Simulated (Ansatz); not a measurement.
## Vibrations of species on Ru(0001)

Aim: bond lengths and vibrational modes of species bound on Ru(0001).

Program: Ansatz 0.2.0. Level of theory: DFT PBE, scalar-relativistic, plane waves, PAW; PAW set soft_1. Results are calculated unless marked as measured.

Report form: the programs' logs are mostly left out.

## (1) The bulk crystal behind the slab

The structure is hexagonal, space group P6_3/mmc (No. 194). Conventional cell: a = 2.720 Å, b = 2.720 Å, c = 4.290 Å, α = 90.00°, β = 90.00°, γ = 120.00°. Ru has 12 Ru at 2.66 to 2.72 Å nearest.

## (2) Relaxation of the host

The host crystal is relaxed at the same level, and its volume sets the scale of the cells that follow.

File input.yaml:

```yaml
crystal:
  lattice:
    - [2.72, 0.0, 0.0]
    - [-1.36, 2.3555890983, 0.0]
    - [0.0, 0.0, 4.29]
  atoms:
    - { symbol: Ru, position: [0.3333333333, 0.6666666667, 0.25] }
    - { symbol: Ru, position: [0.6666666667, 0.3333333333, 0.75] }
kpoints:
  mp_grid: { grid: [21, 21, 12] }
hamiltonian:
  xc: pbe
  pseudopotentials: { kind: paw, azcp: { folder: soft_1 } }
scf:
  occupations: { method: methfessel_paxton, width: 0.15 }
output:
  forces: true
  stress: true
  eigenvalues: true
relax:
  adjacent_minimum: "off"
  f_tol: 0.002
  max_steps: 60
  cell: { stress_tol: 0.02 }
```

Run with:

```console
$ ansatz run input.yaml --threads 8 --pin off --max-ram 20480MiB --backend cpu --events-out ev --progress --plain --runs-dir out
```

Wall time 9.4 s (8 threads of Arm Neoverse N1, shared host); peak memory 0.47 GiB.

Little changed from the start: no atom moved by 0.005 Å and no cell edge by 0.1 %.

This step gave:

| Item | Value |
| --- | --- |
| pressure | 0.001444 GPa |
| volume per atom | 13.76 Å³ |
| gap on the k-mesh | 0 eV |

The forces vanish by symmetry.

## (3) Letting the atoms settle: Cl at the hcp hollow site, 1 monolayer

The slab carries Cl at the hcp hollow site, 1 monolayer. The typed slab is scaled evenly to the volume of the relaxed bulk, at the typed c/a. The lowest layers are held, and the other atoms relax. The program lengthens the typed cell of 23.2 Å along the normal to 40.2 Å, as its cut-off of the electrostatics needs, and moves no atom.

System of this step: Cl at the hcp hollow site, 1 monolayer on Ru(0001). The cell holds 5 atoms: 4 Ru and 1 Cl. Cell: a = 2.721 Å, b = 2.721 Å, c = 40.182 Å, α = 90.0°, β = 90.0°, γ = 60.0°. It derives from Ru. Vacuum lies along c.

File input.yaml:

```yaml
crystal:
  lattice:
    - [2.7213240743, 0.0, 0.0]
    - [1.3606620371, 2.3567366824, 0.0]
    - [0.0, 0.0, 23.1981871977]
  atoms:
    - { symbol: Ru, position: [0.666667, 0.666667, 0.323459] }
    - { symbol: Ru, position: [0.0, 0.0, 0.415968] }
    - { symbol: Ru, position: [0.666667, 0.666667, 0.508477] }
    - { symbol: Ru, position: [0.0, 0.0, 0.600986] }
    - { symbol: Cl, position: [0.666667, 0.666667, 0.676541] }
  periodic: [true, true, false]
kpoints:
  mp_grid: { grid: [12, 12, 1] }
hamiltonian:
  xc: pbe
  pseudopotentials: { kind: paw, azcp: { folder: soft_1 } }
scf:
  occupations: { method: methfessel_paxton, width: 0.15 }
output:
  forces: true
  eigenvalues: true
relax:
  adjacent_minimum: "off"
  f_tol: 0.003
  max_steps: 120
  constraints: [{ sites: [0, 1] }]
```

The job ended after 45 s (8 threads; peak memory 0.86 GiB).

This run has no spin polarisation although its electron count is odd.

The steps of the relaxation:

```csv
step,energy less that of the first step (eV),largest force component (eV/Å)
1,0.0000,2.3313
2,-0.1889,1.1133
3,-0.2487,0.3300
4,-0.2558,0.0265
5,-0.2558,0.0183
6,-0.2558,0.0265
7,-0.2558,0.0183
8,-0.2558,0.0004
9,-0.2558,0.0003
```

Relaxation steps 5, 7 were tried and not accepted.

Forces are held to the 6 operations that the run works with; a distortion that breaks them can't arise in this run.

The atoms that moved most (Å):

```csv
atom,dx,dy,dz,length
Cl5,0.000,0.000,0.216,0.216
Ru4,0.000,0.000,-0.043,0.043
Ru3,0.000,0.000,-0.019,0.019
```

Final coordinates:

```xyz
5
Lattice="2.7213 0.0000 0.0000 1.3607 2.3567 0.0000 0.0000 0.0000 40.1817" Properties=species:S:1:pos:R:3
Ru    2.7213    1.5712    7.5037
Ru    0.0000    0.0000    9.6497
Ru    2.7213    1.5712   11.7766
Ru    0.0000    0.0000   13.8987
Cl    2.7213    1.5712   15.9101
```

The largest force component left on a free atom is 0.35 meV/Å.

## (4) Modes of the chosen sites: Cl at the hcp hollow site, 1 monolayer

Only 2 sites are displaced (1 Ru and 1 Cl), with their periodic images, and all others stay at rest. This gives the modes that are localised on these sites for less work than the whole matrix.

input.yaml, the sections that differ from step 3:

```yaml
crystal:
  lattice:
    - [2.7213245951, 0.0, 0.0]
    - [1.3606622975, 2.3567362314, 0.0]
    - [0.0, 0.0, 40.1817246643]
  atoms:
    - { symbol: Ru, position: [0.6666666667, 0.6666666667, 0.1867431648] }
    - { symbol: Ru, position: [0.0, 0.0, 0.2401515518] }
    - { symbol: Ru, position: [0.6666666667, 0.6666666667, 0.2930836426] }
    - { symbol: Ru, position: [0.0, 0.0, 0.3458968923] }
    - { symbol: Cl, position: [0.6666666667, 0.6666666667, 0.3959535536] }
  periodic: [true, true, false]
output:
  eigenvalues: true
phonons:
  method: fd
  supercell: [1, 1, 1]
  displaced_sites: [3, 4]
  rigid_motions: translations
# kpoints, hamiltonian, scf: as in step 3
# relax: removed
```

The job ended after 47 s (8 threads; peak memory 0.97 GiB; 6 min of CPU time).

This run has no spin polarisation, although Ru can carry a moment.

The other atoms of the cell are at rest; shares are of the kinetic energy, a minus sign marks an imaginary mode, and where like sites share a mode the one named is one choice of several. Modes of the displaced sites:

```csv
mode,frequency (cm⁻¹),share of Ru (%),share of Cl (%),site with the largest share,its share (%)
1,72.3,26,74,Cl5,74
2,72.3,26,74,Cl5,74
3,124.2,74,26,Ru4,74
4,124.2,74,26,Ru4,74
5,135.4,65,35,Ru4,65
6,226.1,35,65,Cl5,65
```

The same force constants with another mass on the added atoms, against the natural mean mass; listed are the real modes with at least half of their motion on these atoms, followed through small steps of mass, less those that pass through avoided crossings, where the squared overlap of new and old mass-weighted patterns is under 0.8. Modes after a change of mass:

```csv
substitution,mode,frequency (cm⁻¹),after (cm⁻¹),ratio
37Cl,1,72.3,71.2,1.016
37Cl,2,72.3,71.2,1.016
37Cl,6,226.1,223.1,1.014
```

The highest mode of the block lies at 226.1 cm⁻¹; the acoustic sum rule moved it by 0.0 cm⁻¹.

## (5) Letting the atoms settle: Cl at the hcp hollow site, 0.5 monolayer

The slab carries Cl at the hcp hollow site, 0.5 monolayer. The typed slab is scaled evenly to the volume of the relaxed bulk, at the typed c/a. The lowest layers are held, and the other atoms relax. The program lengthens the typed cell of 23.2 Å along the normal to 40.2 Å, as its cut-off of the electrostatics needs, and moves no atom.

System of this step: Cl at the hcp hollow site, 0.5 monolayer on Ru(0001). The cell holds 9 atoms: 8 Ru and 1 Cl. Cell: a = 5.443 Å, b = 2.721 Å, c = 40.182 Å, α = 90.0°, β = 90.0°, γ = 60.0°. It derives from Ru. Vacuum lies along c.

File input.yaml:

```yaml
crystal:
  lattice:
    - [5.4426481486, 0.0, 0.0]
    - [1.3606620371, 2.3567366824, 0.0]
    - [0.0, 0.0, 23.1981871977]
  atoms:
    - { symbol: Ru, position: [0.833333, 0.666667, 0.323459] }
    - { symbol: Ru, position: [0.333333, 0.666667, 0.323459] }
    - { symbol: Ru, position: [0.0, 0.0, 0.415968] }
    - { symbol: Ru, position: [0.5, 0.0, 0.415968] }
    - { symbol: Ru, position: [0.833333, 0.666667, 0.508477] }
    - { symbol: Ru, position: [0.333333, 0.666667, 0.508477] }
    - { symbol: Ru, position: [0.0, 0.0, 0.600986] }
    - { symbol: Ru, position: [0.5, 0.0, 0.600986] }
    - { symbol: Cl, position: [0.333333, 0.666667, 0.676541] }
  periodic: [true, true, false]
kpoints:
  mp_grid: { grid: [6, 12, 1] }
hamiltonian:
  xc: pbe
  pseudopotentials: { kind: paw, azcp: { folder: soft_1 } }
scf:
  occupations: { method: methfessel_paxton, width: 0.15 }
output:
  forces: true
  eigenvalues: true
relax:
  adjacent_minimum: "off"
  f_tol: 0.003
  max_steps: 120
  constraints: [{ sites: [0, 1, 2, 3] }]
```

The job ended after 3.9 min (8 threads; peak memory 2.2 GiB; 30 min of CPU time).

Step by step:

```csv
step,energy less that of the first step (eV),largest force component (eV/Å)
1,0.0000,1.5050
2,-0.1269,0.8232
3,-0.1863,0.2510
4,-0.1948,0.1206
5,-0.1967,0.0950
6,-0.1978,0.0140
7,-0.1978,0.0061
8,-0.1978,0.0006
```

Forces are held to the 2 operations that the run works with; a distortion that breaks them can't arise in this run.

The atoms that moved most (Å):

```csv
atom,dx,dy,dz,length
Cl9,-0.153,0.088,0.141,0.226
Ru7,0.017,-0.010,-0.097,0.099
Ru8,0.008,-0.005,-0.050,0.050
Ru6,0.015,-0.009,-0.015,0.023
Ru5,-0.007,0.004,-0.002,0.008
```

The largest force component left on a free atom is 0.62 meV/Å.

## (6) Modes of the chosen sites: Cl at the hcp hollow site, 0.5 monolayer

Only 3 sites are displaced (2 Ru and 1 Cl), with their periodic images, and all others stay at rest. This gives the modes that are localised on these sites for less work than the whole matrix.

File input.yaml:

```yaml
crystal:
  lattice:
    - [5.4426489299, 4.511e-07, 0.0]
    - [1.3606624277, 2.3567364569, 0.0]
    - [0.0, 0.0, 40.1817246643]
  atoms:
    - { symbol: Ru, position: [0.833333, 0.666667, 0.1867431648] }
    - { symbol: Ru, position: [0.333333, 0.666667, 0.1867431648] }
    - { symbol: Ru, position: [0.0, 0.0, 0.2401515518] }
    - { symbol: Ru, position: [0.5, 0.0, 0.2401515518] }
    - { symbol: Ru, position: [0.8317405818, 0.6682594182, 0.2935086176] }
    - { symbol: Ru, position: [0.3370837311, 0.6629162689, 0.2931891641] }
    - { symbol: Ru, position: [0.0042437682, -0.0042437682, 0.3445526524] }
    - { symbol: Ru, position: [0.5020091258, -0.0020091258, 0.3457355909] }
    - { symbol: Cl, position: [0.2959734578, 0.7040265422, 0.394096711] }
  periodic: [true, true, false]
kpoints:
  mp_grid: { grid: [6, 12, 1] }
hamiltonian:
  xc: pbe
  pseudopotentials: { kind: paw, azcp: { folder: soft_1 } }
scf:
  occupations: { method: methfessel_paxton, width: 0.15 }
output:
  eigenvalues: true
phonons:
  method: fd
  supercell: [1, 1, 1]
  displaced_sites: [6, 7, 8]
  rigid_motions: translations
```

Run time: 7.6 min. Hardware: 8 threads; peak memory 2.7 GiB; 59 min of CPU time.

The other atoms of the cell are at rest; shares are of the kinetic energy, a minus sign marks an imaginary mode, and where like sites share a mode the one named is one choice of several. Modes of the displaced sites:

```csv
mode,frequency (cm⁻¹),share of Ru (%),share of Cl (%),site with the largest share,its share (%)
1,83.2,36,64,Cl9,64
2,84.4,40,60,Cl9,60
3,112.9,66,34,Ru8,59
4,125.2,60,40,Ru7,47
5,147.2,99,1,Ru8,80
6,160.2,67,33,Ru8,42
7,163.6,97,3,Ru7,78
8,180.8,99,1,Ru7,63
9,275.6,36,64,Cl9,64
```

The same force constants with another mass on the added atoms, against the natural mean mass; listed are the real modes with at least half of their motion on these atoms, followed through small steps of mass, less those that pass through avoided crossings, where the squared overlap of new and old mass-weighted patterns is under 0.8. Modes after a change of mass:

```csv
substitution,mode,frequency (cm⁻¹),after (cm⁻¹),ratio
37Cl,1,83.2,82.0,1.014
37Cl,2,84.4,83.3,1.013
37Cl,9,275.6,271.9,1.013
```

The highest mode of the block lies at 275.6 cm⁻¹; the acoustic sum rule moved it by 0.0 cm⁻¹.

## (7) Relaxation in the fixed cell: Cl at the hcp hollow site, 0.25 monolayer

The slab carries Cl at the hcp hollow site, 0.25 monolayer. The typed slab is scaled evenly to the volume of the relaxed bulk, at the typed c/a. The lowest layers are held, and the other atoms relax. The program lengthens the typed cell of 23.2 Å along the normal to 40.2 Å, as its cut-off of the electrostatics needs, and moves no atom.

System of this step: Cl at the hcp hollow site, 0.25 monolayer on Ru(0001). The cell holds 17 atoms: 16 Ru and 1 Cl. Cell: a = 5.443 Å, b = 5.443 Å, c = 40.182 Å, α = 90.0°, β = 90.0°, γ = 60.0°. It derives from Ru. Vacuum lies along c.

File input.yaml:

```yaml
crystal:
  lattice:
    - [5.4426481486, 0.0, 0.0]
    - [2.7213240743, 4.7134733648, 0.0]
    - [0.0, 0.0, 23.1981871977]
  atoms:
    - { symbol: Ru, position: [0.833333, 0.333333, 0.323459] }
    - { symbol: Ru, position: [0.333333, 0.333333, 0.323459] }
    - { symbol: Ru, position: [0.833333, 0.833333, 0.323459] }
    - { symbol: Ru, position: [0.333333, 0.833333, 0.323459] }
    - { symbol: Ru, position: [0.0, 0.0, 0.415968] }
    - { symbol: Ru, position: [0.5, 0.0, 0.415968] }
    - { symbol: Ru, position: [0.0, 0.5, 0.415968] }
    - { symbol: Ru, position: [0.5, 0.5, 0.415968] }
    - { symbol: Ru, position: [0.833333, 0.333333, 0.508477] }
    - { symbol: Ru, position: [0.333333, 0.333333, 0.508477] }
    - { symbol: Ru, position: [0.833333, 0.833333, 0.508477] }
    - { symbol: Ru, position: [0.333333, 0.833333, 0.508477] }
    - { symbol: Ru, position: [0.0, 0.0, 0.600986] }
    - { symbol: Ru, position: [0.5, 0.0, 0.600986] }
    - { symbol: Ru, position: [0.0, 0.5, 0.600986] }
    - { symbol: Ru, position: [0.5, 0.5, 0.600986] }
    - { symbol: Cl, position: [0.333333, 0.333333, 0.676541] }
  periodic: [true, true, false]
kpoints:
  mp_grid: { grid: [6, 6, 1] }
hamiltonian:
  xc: pbe
  pseudopotentials: { kind: paw, azcp: { folder: soft_1 } }
scf:
  occupations: { method: methfessel_paxton, width: 0.15 }
output:
  forces: true
  eigenvalues: true
relax:
  adjacent_minimum: "off"
  f_tol: 0.003
  max_steps: 120
  constraints: [{ sites: [0, 1, 2, 3, 4, 5, 6, 7] }]
```

It took 4.5 min on 8 threads; peak memory 4.3 GiB; 35 min of CPU time.

Step by step:

```csv
step,energy less that of the first step (eV),largest force component (eV/Å)
1,0.0000,1.3746
2,-0.1437,1.0338
3,-0.2207,0.1350
4,-0.2247,0.0884
5,-0.2243,0.1150
6,-0.2262,0.0223
7,-0.2262,0.0033
8,-0.2262,0.0003
```

Relaxation step 5 was tried and not accepted.

Forces are held to the 6 operations that the run works with; a distortion that breaks them can't arise in this run.

The atoms that moved most (Å):

```csv
atom,dx,dy,dz,length
Cl17,0.000,0.000,0.126,0.126
Ru13,0.000,0.000,-0.115,0.115
Ru15,0.017,-0.010,-0.066,0.069
Ru16,-0.017,-0.010,-0.066,0.069
Ru14,0.000,0.020,-0.066,0.069
Ru10,0.000,0.000,-0.021,0.021
Ru12,0.008,-0.004,0.003,0.009
Ru9,0.000,0.009,0.003,0.009
```

The relaxed structure:

```cif
data_structure
_symmetry_space_group_name_H-M 'P 1'
_symmetry_Int_Tables_number 1
_cell_length_a 5.4426
_cell_length_b 5.4426
_cell_length_c 40.1817
_cell_angle_alpha 90.000
_cell_angle_beta 90.000
_cell_angle_gamma 60.000
_cell_volume 1030.81
loop_
_atom_site_label
_atom_site_type_symbol
_atom_site_fract_x
_atom_site_fract_y
_atom_site_fract_z
_atom_site_occupancy
Ru1 Ru 0.83333 0.33333 0.18674 1
Ru2 Ru 0.33333 0.33333 0.18674 1
Ru3 Ru 0.83333 0.83333 0.18674 1
Ru4 Ru 0.33333 0.83333 0.18674 1
Ru5 Ru 0.00000 0.00000 0.24015 1
Ru6 Ru 0.50000 0.00000 0.24015 1
Ru7 Ru 0.00000 0.50000 0.24015 1
Ru8 Ru 0.50000 0.50000 0.24015 1
Ru9 Ru 0.83239 0.33522 0.29364 1
Ru10 Ru 0.33333 0.33333 0.29304 1
Ru11 Ru 0.83239 0.83239 0.29364 1
Ru12 Ru 0.33522 0.83239 0.29364 1
Ru13 Ru 0.00000 0.00000 0.34412 1
Ru14 Ru 0.49788 0.00423 0.34532 1
Ru15 Ru 0.00423 0.49788 0.34532 1
Ru16 Ru 0.49788 0.49788 0.34532 1
Cl17 Cl 0.33333 0.33333 0.39372 1
```

The largest force component left on a free atom is 0.29 meV/Å.

## (8) Force constants among chosen sites: Cl at the hcp hollow site, 0.25 monolayer

Only 4 sites are displaced (3 Ru and 1 Cl), with their periodic images, and all others stay at rest. This gives the modes that are localised on these sites for less work than the whole matrix.

File input.yaml:

```yaml
crystal:
  lattice:
    - [5.4426491903, 0.0, 0.0]
    - [2.7213245951, 4.7134724627, 0.0]
    - [0.0, 0.0, 40.1817246643]
  atoms:
    - { symbol: Ru, position: [0.8333333333, 0.3333333333, 0.1867431648] }
    - { symbol: Ru, position: [0.3333333333, 0.3333333333, 0.1867431648] }
    - { symbol: Ru, position: [0.8333333333, 0.8333333333, 0.1867431648] }
    - { symbol: Ru, position: [0.3333333333, 0.8333333333, 0.1867431648] }
    - { symbol: Ru, position: [0.0, 0.0, 0.2401515518] }
    - { symbol: Ru, position: [0.5, 0.0, 0.2401515518] }
    - { symbol: Ru, position: [0.0, 0.5, 0.2401515518] }
    - { symbol: Ru, position: [0.5, 0.5, 0.2401515518] }
    - { symbol: Ru, position: [0.8323914575, 0.3352170851, 0.2936428434] }
    - { symbol: Ru, position: [0.3333333333, 0.3333333333, 0.2930351148] }
    - { symbol: Ru, position: [0.8323914575, 0.8323914575, 0.2936428434] }
    - { symbol: Ru, position: [0.3352170851, 0.8323914575, 0.2936428434] }
    - { symbol: Ru, position: [0.0, 0.0, 0.3441173334] }
    - { symbol: Ru, position: [0.4978836659, 0.0042326683, 0.345324321] }
    - { symbol: Ru, position: [0.0042326683, 0.4978836659, 0.345324321] }
    - { symbol: Ru, position: [0.4978836659, 0.4978836659, 0.345324321] }
    - { symbol: Cl, position: [0.3333333333, 0.3333333333, 0.3937160656] }
  periodic: [true, true, false]
kpoints:
  mp_grid: { grid: [6, 6, 1] }
hamiltonian:
  xc: pbe
  pseudopotentials: { kind: paw, azcp: { folder: soft_1 } }
scf:
  occupations: { method: methfessel_paxton, width: 0.15 }
output:
  eigenvalues: true
phonons:
  method: fd
  supercell: [1, 1, 1]
  displaced_sites: [13, 14, 15, 16]
  rigid_motions: translations
```

Run time: 8.3 min. Hardware: 8 threads; peak memory 6.4 GiB; 65 min of CPU time.

The other atoms of the cell are at rest; shares are of the kinetic energy, a minus sign marks an imaginary mode, and where like sites share a mode the one named is one choice of several. Modes of the displaced sites:

```csv
mode,frequency (cm⁻¹),share of Ru (%),share of Cl (%),site with the largest share,its share (%)
1,97.7,32,68,Cl17,68
2,97.7,32,68,Cl17,68
3,131.3,78,22,Ru14,32
4,131.3,78,22,Ru15,29
5,138.1,100,0,Ru14,33
6,149.0,100,0,Ru14,33
7,163.1,70,30,Cl17,30
8,169.4,96,4,Ru15,33
9,169.4,96,4,Ru14,34
10,182.8,94,6,Ru15,46
11,182.8,94,6,Ru14,61
12,260.6,30,70,Cl17,70
```

The same force constants with another mass on the added atoms, against the natural mean mass; listed are the real modes with at least half of their motion on these atoms, followed through small steps of mass, less those that pass through avoided crossings, where the squared overlap of new and old mass-weighted patterns is under 0.8. Modes after a change of mass:

```csv
substitution,mode,frequency (cm⁻¹),after (cm⁻¹),ratio
37Cl,1,97.7,96.3,1.015
37Cl,2,97.7,96.3,1.015
37Cl,12,260.6,256.9,1.014
```

The highest mode of the block lies at 260.6 cm⁻¹; the acoustic sum rule moved it by 0.0 cm⁻¹.

## (9) The series together

The members are set side by side.

The anchoring bond is the shortest distance from the first added atom to the slab, and like atoms elsewhere in the cell can differ; degenerate modes stand as often as they occur. The species side by side:

```csv
species,coverage (monolayer),anchoring bond,its length (Å),highest level (cm⁻¹),second (cm⁻¹),third (cm⁻¹)
Cl at the hcp hollow site,1,Cl-Ru,2.552,226.1,135.4,124.2
Cl at the hcp hollow site,0.5,Cl-Ru,2.419,275.6,180.8,163.6
Cl at the hcp hollow site,0.25,Cl-Ru,2.487,260.6,182.8,182.8
```

## (10) Outcome

| Item | Value |
| --- | --- |
| highest mode of the block of 2 sites, Cl at the hcp hollow site, 1 monolayer | 226.1 cm⁻¹ |
| highest mode of the block of 3 sites, Cl at the hcp hollow site, 0.5 monolayer | 275.6 cm⁻¹ |
| highest mode of the block of 4 sites, Cl at the hcp hollow site, 0.25 monolayer | 260.6 cm⁻¹ |

What this shows: With Cl at the hcp hollow site, 1 monolayer the highest mode of the block lies at 226 cm⁻¹, 65 % on Cl and 35 % on Ru. With Cl at the hcp hollow site, 0.5 monolayer the highest mode of the block lies at 276 cm⁻¹, 64 % on Cl and 36 % on Ru. With Cl at the hcp hollow site, 0.25 monolayer the highest mode of the block lies at 261 cm⁻¹, 70 % on Cl and 30 % on Ru. With all atoms beyond the displaced ones at rest, modes that spread into the slab are only rough; stretches of light atoms, well above the modes of the substrate atoms, are the least affected. Periodic images of the cell move in phase at the zone centre, so coupling to the images is part of these frequencies. These are harmonic frequencies at zero temperature: anharmonic shifts, linewidths and thermal expansion are left out. The runs are without spin polarisation, although the cell has an odd electron count.

[Logs are printed without paths, hosts, clocks, repeated set-up lines and the standing remarks that a program may print on its own settings, such as how far it seeks lower states.]

[Hosts, paths, dates, database ids (printed as entryN), source tags and the programs' standing remarks are cut or masked in the printed files.]
